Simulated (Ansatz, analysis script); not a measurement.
# Cobalt: energy against the total moment, part 2 of 2

Wanted: E(M), the field that holds each moment, and the spin susceptibility of Cobalt.

Ansatz 0.2.0; PBE, PAW set soft_1.

So far. Step 9 (Total moment fixed at 4.188 μB): The energy is -136 meV from the state without spin, and the largest site carries 2.11 μB.

### Step 10. No field, tight threshold

Level of this step: Ansatz DFT, collinear, uniform magnetic field on the spins; PBE, PAW set soft_1; PAW set soft_1 (Ansatz).

A field gives a second route to the same curve. A thousand tesla shift each spin by 58 meV, and the threshold is tightened so that small induced moments are resolved.

The input, input.yaml:

```yaml
crystal:
  lattice:
    - [2.5074, 0.0, 0.0]
    - [-1.2537, 2.1714720974, 0.0]
    - [0.0, 0.0, 4.0699]
  atoms:
    - { symbol: Co, position: [0.3333333333, 0.6666666667, 0.25], spin: 1.69 }
    - { symbol: Co, position: [0.6666666667, 0.3333333333, 0.75], spin: 1.69 }
magnetization:
  spin_polarized: true
kpoints:
  mp_grid: { grid: [18, 18, 10] }
hamiltonian:
  xc: pbe
  pseudopotentials: { kind: paw, azcp: { folder: soft_1 } }
scf:
  occupations: { method: fermi_dirac, width: 0.05 }
  max_iter: 120
  convergence: { dr2_threshold: 1.0e-10 }
  lower_state_search: "off"
basis:
  ecutwfc: 420.0
```

The run is started by

```
> ansatz run input.yaml --threads 1 --pin off --max-ram 2560MiB --backend cpu --events-out ev --progress --plain --runs-dir out
```

Numbers of over 12 decimals in the logs are rounded to 6 here.

What it wrote:

```text
[...]
Crystal: 2 atoms, lattice volume = 22.160 Å³
Basis set: ecut = 420 eV, 415 PW (Γ)
Bands: 23, of which v1, the nominal top of the filled ones, is band 17 counted from 1 (16 counted from 0)
Symmetry: 24 space group operations
[...]
k-points: 222 of 3240
[...]
Starting moments: Σ|m| = 3.38 μB on 2 of 2 sites
[...]
SCF iter  15: F=-10252.317643 eV  HF=-10252.317643 eV  |F-HF|=1.82e-12  |Δ(HF+E_count)|=   1.00e-9  Δρ=2.93e-7 (↑2.93e-7 ↓1.38e-7)  dr2=5.49e-12  dr2_m=8.25e-12  M=3.222 μB ∫|m|=3.568 μB  ethr=1.00e-12  ⟨swp⟩=2.9  Hψ=21859  notcnv=0
SCF 1 converged in 15 iterations: F = -10252.317643 eV  dr2 = 5.49e-12
[...]
SCF converged after 15 iterations
Magnetization: 3.2217 μB (18.6109 up, 15.3891 down)
Absolute magnetization: 3.5718 μB (∫|ρ↑−ρ↓|, with the PAW one-centre terms)
[...]
Per-site moments (μB) at R_I (Å): [(1.690120, 1.030153), (1.690120, 1.030153)]
Free energy (F): -10252.317643 eV
[...]
Internal energy: -10252.303289 eV  (E = F + TS)
E sigma→0 (E₀):  -10252.310466 eV
Entropy (-TS):   -0.014354 eV (-7.177 meV/atom)
Fermi energy:    18.241649 eV
[...]
```

It took 22 s on 1 thread of Arm Neoverse V1, shared host; peak memory 0.38 GiB.

The net moment is 3.22 μB a cell.

### Step 11. Field of 1500 T

input.yaml: that of step 10 with these lines changed.

```diff
@@ -10,2 +10,3 @@
   spin_polarized: true
+  magnetic_field: 1500.0
 kpoints:
```

What it wrote:

```text
[...]
Crystal: 2 atoms, lattice volume = 22.160 Å³
Basis set: ecut = 420 eV, 415 PW (Γ)
Bands: 23, of which v1, the nominal top of the filled ones, is band 17 counted from 1 (16 counted from 0)
Symmetry: 24 space group operations
[...]
k-points: 222 of 3240
[...]
Starting moments: Σ|m| = 3.38 μB on 2 of 2 sites
[...]
SCF converged after 17 iterations
Magnetization: 3.3585 μB (18.6792 up, 15.3208 down)
Absolute magnetization: 3.6830 μB (∫|ρ↑−ρ↓|, with the PAW one-centre terms)
[...]
Per-site moments (μB) at R_I (Å): [(1.753249, 1.030153), (1.753249, 1.030153)]
Free energy (F): -10252.602591 eV
[...]
Internal energy: -10252.586896 eV  (E = F + TS)
E sigma→0 (E₀):  -10252.594744 eV
Entropy (-TS):   -0.015696 eV (-7.848 meV/atom)
Fermi energy:    18.302983 eV
[...]
```

Run time: 22 s. Hardware: 1 thread; peak memory 0.38 GiB.

The net moment is 3.36 μB a cell.

2 more runs differ from these in the same keys alone and are tabled below.

### Step 12. E(M) and M(B)

The energy less the state without spin by total moment:

```
total moment (μB/cell)  energy less the state without spin (meV/cell)
                  0.00                                              0
                  0.47                                          -14.5
                  0.93                                          -57.3
                  1.40                                           -126
                  1.86                                           -214
                  2.33                                           -316
                  2.79                                           -425
                  3.26                                           -491
                  3.72                                           -403
                  4.19                                           -136
```

The field that holds a moment is half the difference of the two Fermi levels over μB.

Table of field that holds the moment by total moment:

```
total moment (μB/cell)  field that holds the moment (T)
                  0.47                            -1072
                  0.93                            -2090
                  1.40                            -2980
                  1.86                            -3529
                  2.33                            -3996
                  2.79                            -3900
                  3.26                              531
                  3.72                             7373
                  4.19                            13623
```

Site moments:

```
total (μB)  Co no. 1 (μB)  Co no. 2 (μB)
     0.465         0.2479         0.2479
     0.931         0.4961         0.4961
     1.396         0.7433         0.7433
     1.861         0.9897         0.9897
     2.327          1.235          1.235
     2.792          1.478          1.478
     3.258          1.707          1.707
     3.723          1.914          1.914
     4.188          2.106          2.106
```

Total moment against field:

```
field (T)  total moment (μB/cell)
        0                    3.22
      300                    3.24
      600                    3.26
     1500                    3.36
```

A Landau fit E = a2 M² + a4 M⁴ + a6 M⁶ (meV, μB) and the Stoner form E ≈ M² (1/2N − I/4), with the slope taken at the first fixed moment:

Numbers from this step:

| Item | Value |
| --- | --- |
| density of states at the Fermi level, no spin | 6.138 states/eV/cell, both spins, broadened by the smearing |
| Landau coefficients a2, a4, a6 | -63.12, -0.5178, 0.2101 meV/μB², meV/μB^4, meV/μB^6 |
| r.m.s. miss of the Landau fit | 6.435 meV |
| Stoner parameter I | 0.5927 eV, of the cell |
| I·N/2 | 1.819 I N / 2 from the slope at the first moment; over 1: unstable to a moment |

### Step 13. Outcome

| Quantity | Value |
| --- | --- |
| state of the free run | ferromagnetic |
| net moment of the free run | 3.22 μB |
| energy of the free run from the state without spin | -491 meV a cell |
| lowest of the fixed moments tried | M = 3.258 μB, -491 meV |
| dM/dB between 0 and 300 T | 0.0631 μB a cell per 1000 T |

What this shows: At this level the system is magnetic: the free run keeps 1.69 μB on the largest site. No other order was typed. Among the fixed moments, E(M) falls 491 meV below the state without spin and is lowest near 3.258 μB on this grid. I·N/2 = 1.8 is over 1, so the state without spin is unstable to a uniform moment. The field acts on spins alone. The 13 fixed-moment and field runs took 3.6 min of wall time, added up. Energies are free energies at a smearing of 0.05 eV, and with partly filled levels differences shift, at times strongly, as the smearing goes to zero. In doubt: the program's search for lower states was switched off, so a lower magnetic state than those reached may exist.

[Logs and program files are shortened in this print: banners, set-up blocks, solver, clock and traceback lines can be left out without a mark of their own.]

[Logs are printed without paths, hosts, clocks, repeated set-up lines and the standing remarks that a program may print on its own settings, such as how far it seeks lower states.]

[Hosts, paths, dates, database ids (printed as entryN), source tags and the programs' standing remarks are cut or masked in the printed files.]
